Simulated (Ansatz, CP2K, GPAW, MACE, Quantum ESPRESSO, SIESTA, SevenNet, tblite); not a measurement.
# Running Ag(111)/Be(0001) interface (62 atoms) with CP2K, part 3 of 3

How do the settings of CP2K change the result for Ag(111)/Be(0001) interface (62 atoms)? A plane-wave run serves as the yardstick.

Program: CP2K 2026.2; the method stands at each step. Banners, paths, timers and routine set-up lines are dropped from the logs unmarked, and long logs keep their key lines alone; longer cuts are marked.

So far. Step 6 (PBE, DZVP-MOLOPT-SR, 210/50 Ry, diagonalisation): Against the first run (35 %), the force difference from the reference is 518 %, at 0.70 times the CPU time (on 2 against 4 cores): the grid matters here. Step 7 (PBE+D3(BJ), DZVP-MOLOPT-SR, 600/50 Ry, diagonalisation): Against the first run (35 %), the force difference from the reference is 36 %, at 1.0 times the CPU time; the model has changed, so this is no error of the program alone.

**8. Another try, on a changed input**

Level of this step: Kohn-Sham DFT, pbe96, GTH-PBE pseudopotentials, Gaussian and plane waves, DZVP-MOLOPT-SR-GTH, diagonalisation (CP2K).

input.inp

```
&GLOBAL
  PROJECT cell
  RUN_TYPE ENERGY_FORCE
  PRINT_LEVEL LOW
&END GLOBAL
&FORCE_EVAL
  METHOD QS
  STRESS_TENSOR ANALYTICAL
  &DFT
    BASIS_SET_FILE_NAME BASIS_MOLOPT
    POTENTIAL_FILE_NAME GTH_POTENTIALS
    &MGRID
      CUTOFF 600
      REL_CUTOFF 50
      NGRIDS 5
    &END MGRID
    &QS
      EPS_DEFAULT 1.0E-12
    &END QS
    &SCF
      SCF_GUESS ATOMIC
      EPS_SCF 1.0E-06
      MAX_SCF 60
      ADDED_MOS 32
      &DIAGONALIZATION
        ALGORITHM STANDARD
      &END DIAGONALIZATION
      &SMEAR ON
        METHOD FERMI_DIRAC
        ELECTRONIC_TEMPERATURE [K] 580
      &END SMEAR
      &MIXING
        METHOD BROYDEN_MIXING
        ALPHA 0.15
        NBROYDEN 8
      &END MIXING
      &PRINT
        &RESTART OFF
        &END RESTART
      &END PRINT
    &END SCF
    &XC
      &XC_FUNCTIONAL PBE96
      &END XC_FUNCTIONAL
    &END XC
    &PRINT
      &MULLIKEN ON
      &END MULLIKEN
      &HIRSHFELD ON
        SHAPE_FUNCTION DENSITY
      &END HIRSHFELD
      &MO ON
        EIGENVALUES T
        OCCUPATION_NUMBERS T
        MO_INDEX_RANGE 162 185
        &EACH
          QS_SCF 0
        &END EACH
        ADD_LAST NUMERIC
      &END MO
    &END PRINT
  &END DFT
  &SUBSYS
    &CELL
      A 7.78060 0.00000 0.00000
      B 3.89030 6.73820 0.00000
      C 0.00000 0.00000 12.53554
    &END CELL
    &TOPOLOGY
      COORD_FILE_NAME structure.xyz
      COORD_FILE_FORMAT XYZ
    &END TOPOLOGY
    &KIND Ag
      BASIS_SET DZVP-MOLOPT-SR-GTH-q11
      POTENTIAL GTH-PBE-q11
    &END KIND
    &KIND Be
      BASIS_SET DZVP-MOLOPT-SR-GTH-q4
      POTENTIAL GTH-PBE-q4
    &END KIND
  &END SUBSYS
  &PRINT
    &FORCES ON
    &END FORCES
    &STRESS_TENSOR ON
    &END STRESS_TENSOR
  &END PRINT
&END FORCE_EVAL
```

structure.xyz

```xyz
62

[... 62 atom lines left out: the same atoms as in the first run ...]
```

Command:

```
OMP_NUM_THREADS=1 mpirun -np 4 cp2k.psmp -i input.inp > output.txt
```

Numbers of over 12 decimals in the logs are rounded to 6 here.

The program printed:

```text
*   ___                                                                       *
 *  /   \                                                                      *
 * [ABORT]                                                                     *
 *  \___/                   invalid value for enumeration:PBE96                *
 *    |                                                                        *
 *  O/|                                                                        *
 * /| |                                                                        *
```

The job ended after 0.72 s (4 MPI ranks of Arm Neoverse V1, shared host; peak memory 0.57 GiB).

The program stopped at the start. The fault in the input: an unknown functional (functional pbe96).

**9. All runs compared**

Differences are against the plane-wave reference, forces as r.m.s. over components; share is that over the reference's r.m.s. force, slope the least-squares factor from reference forces to these. Total energies of different programs have different zeros and aren't compared.

| run | Δ force, r.m.s. (meV/Å) | share (%) | slope | Δ pressure (GPa) | cores | CPU time | memory (GiB) |
| --- | --- | --- | --- | --- | --- | --- | --- |
| reference | - | - | - | - | 4 | 27 s | 0.82 |
| CP2K PBE, DZVP-MOLOPT-SR, 600/50 Ry, diagonalisation | 141 | 34.8 | 1.050 | 0.820 | 4 | 13 min | 3.7 |
| CP2K GFN1-xTB, diagonalisation | 274 | 67.4 | 0.645 | 19.9 | 1 | 11 s | 0.25 |
| CP2K PBE, SZV-MOLOPT-SR, 600/50 Ry, diagonalisation (coarse) | 1159 | 285 | 0.482 | 91.4 | 1 | 7.7 min | 2.3 |
| CP2K PBE, DZVP-MOLOPT-SR, 300/50 Ry, diagonalisation (coarse) | 1746 | 429 | 0.875 | 8.99 | 2 | 11 min | 1.1 |
| CP2K PBE, DZVP-MOLOPT-SR, 210/50 Ry, diagonalisation (coarse) | 2105 | 518 | 0.021 | 9.69 | 2 | 9 min | 0.86 |
| CP2K PBE+D3(BJ), DZVP-MOLOPT-SR, 600/50 Ry, diagonalisation | 144 | 35.5 | 1.066 | -5.12 | 4 | 13 min | 3.8 |

Rows marked coarse were listed beforehand as settings not expected to be converged; some can still land near the reference.

CPU time is summed over cores on a shared host, where runs went side by side, so it is rough. Symmetry, cutoffs, thresholds, outputs and thread counts weren't matched or tuned between programs; memory under MPI is the largest rank's times the ranks.

Mean charges by element (e), by run and scheme:

| run | scheme | Ag | Be |
| --- | --- | --- | --- |
| CP2K PBE, DZVP-MOLOPT-SR, 600/50 Ry, diagonalisation | Mulliken | +0.03 | -0.01 |
| CP2K PBE, DZVP-MOLOPT-SR, 600/50 Ry, diagonalisation | Hirshfeld | +0.07 | -0.02 |
| CP2K GFN1-xTB, diagonalisation | Mulliken | -0.08 | +0.02 |
| CP2K PBE+D3(BJ), DZVP-MOLOPT-SR, 600/50 Ry, diagonalisation | Mulliken | +0.03 | -0.01 |
| CP2K PBE+D3(BJ), DZVP-MOLOPT-SR, 600/50 Ry, diagonalisation | Hirshfeld | +0.07 | -0.02 |

Within one program, basis, potentials and functional, energies share a zero. Each run against its twin at the usual cutoff or grid and solver:

| run | twin | Δ energy (meV/atom) | Δ force, r.m.s. (meV/Å) | CPU time over the twin's |
| --- | --- | --- | --- | --- |
| CP2K PBE, DZVP-MOLOPT-SR, 300/50 Ry, diagonalisation | DZVP-MOLOPT-SR, 600/50 Ry, diagonalisation | -235 | 1731 | 0.85 (this twin ran on 4 cores) |
| CP2K PBE, DZVP-MOLOPT-SR, 210/50 Ry, diagonalisation | DZVP-MOLOPT-SR, 600/50 Ry, diagonalisation | -409 | 2116 | 0.70 (this twin ran on 4 cores) |

A second geometry, displaced anew (every atom was moved at random, 0.06 Å r.m.s. a Cartesian component), gives an energy difference that all programs can be tested on. The reference puts it at 25.70 meV/atom.

| run | energy less the first geometry's (meV/atom) | error (meV/atom) | force share at the second geometry (%) |
| --- | --- | --- | --- |
| CP2K PBE, DZVP-MOLOPT-SR, 600/50 Ry, diagonalisation | 25.27 | -0.430 | 25.1 |
| CP2K GFN1-xTB, diagonalisation | 19.21 | -6.49 | 47.6 |
| CP2K PBE, SZV-MOLOPT-SR, 600/50 Ry, diagonalisation | 31.59 | 5.89 | 205 |
| CP2K PBE, DZVP-MOLOPT-SR, 300/50 Ry, diagonalisation | 2.013 | -23.7 | 307 |
| CP2K PBE, DZVP-MOLOPT-SR, 210/50 Ry, diagonalisation | 16.18 | -9.52 | 390 |
| CP2K PBE+D3(BJ), DZVP-MOLOPT-SR, 600/50 Ry, diagonalisation | 25.38 | -0.32 | 25.5 |

**10. Summary of results**

| Property | Result |
| --- | --- |
| nearest in forces | CP2K PBE, DZVP-MOLOPT-SR, 600/50 Ry, diagonalisation, 35 % |
| its CPU time | 13 min |

In words: The PBE run in local orbitals, coarse settings apart, differs by 35 % (CP2K PBE, DZVP-MOLOPT-SR, 600/50 Ry, diagonalisation); basis, grid and potentials can all enter. Tight binding differs by 67 % (CP2K GFN1-xTB, diagonalisation); it is another model, with fitted parameters of its own, and the xTB methods hold dispersion. Rows with another functional or a dispersion term differ by 36 % (CP2K PBE+D3(BJ), DZVP-MOLOPT-SR, 600/50 Ry, diagonalisation), which mixes the change of model with differences of basis and potentials. CP2K GFN1-xTB, diagonalisation needed 124 SCF steps, so its time overstates the method's usual cost. Runs with settings chosen to be coarse differ by 285 % (CP2K PBE, SZV-MOLOPT-SR, 600/50 Ry, diagonalisation) to 518 % (CP2K PBE, DZVP-MOLOPT-SR, 210/50 Ry, diagonalisation), their programs' other errors included. One electronic-structure run takes under half the reference's CPU time: CP2K GFN1-xTB, diagonalisation, at 67 % in 11 s against 27 s, too far off to be of use; its pressure misses by +19.9 GPa. In pressure, CP2K PBE, SZV-MOLOPT-SR, 600/50 Ry, diagonalisation misses by +91.4 GPa, at the same functional. Charges hang on model, scheme and program or settings: among these rows the mean for Ag runs from -0.08 to +0.07 e, even in sign. The energy difference between the two geometries, 25.7 meV/atom in the reference, is met best by CP2K PBE+D3(BJ), DZVP-MOLOPT-SR, 600/50 Ry, diagonalisation (-0.32) and worst by CP2K PBE, DZVP-MOLOPT-SR, 300/50 Ry, diagonalisation (coarse) (-23.7). Periodic xTB results under one method name differ between programs and library versions. The potentials hold different valence shells: 362 electrons in the reference, 346 in CP2K with SZV-MOLOPT-SR; this bears on time and differences. The reference's stress is far from hydrostatic: its diagonal is 7.2, 7.4, -17.4 GPa, compression counted positive. The host structure and its lattice constant were typed by rule, without a check against the phase diagram. The electronic-structure runs sample only Γ, in a cell whose shortest periodic width is 7 Å, which is coarse for a cell with partly filled levels.

[Also dropped from logs without a mark: logging warnings of Python, and SIESTA's first energy breakdown and zero terms.]

[Logs are printed without paths, hosts, clocks, repeated set-up lines and the standing remarks that a program may print on its own settings, such as how far it seeks lower states.]

[Hosts, paths, dates, database ids (printed as entryN), source tags and the programs' standing remarks are cut or masked in the printed files.]
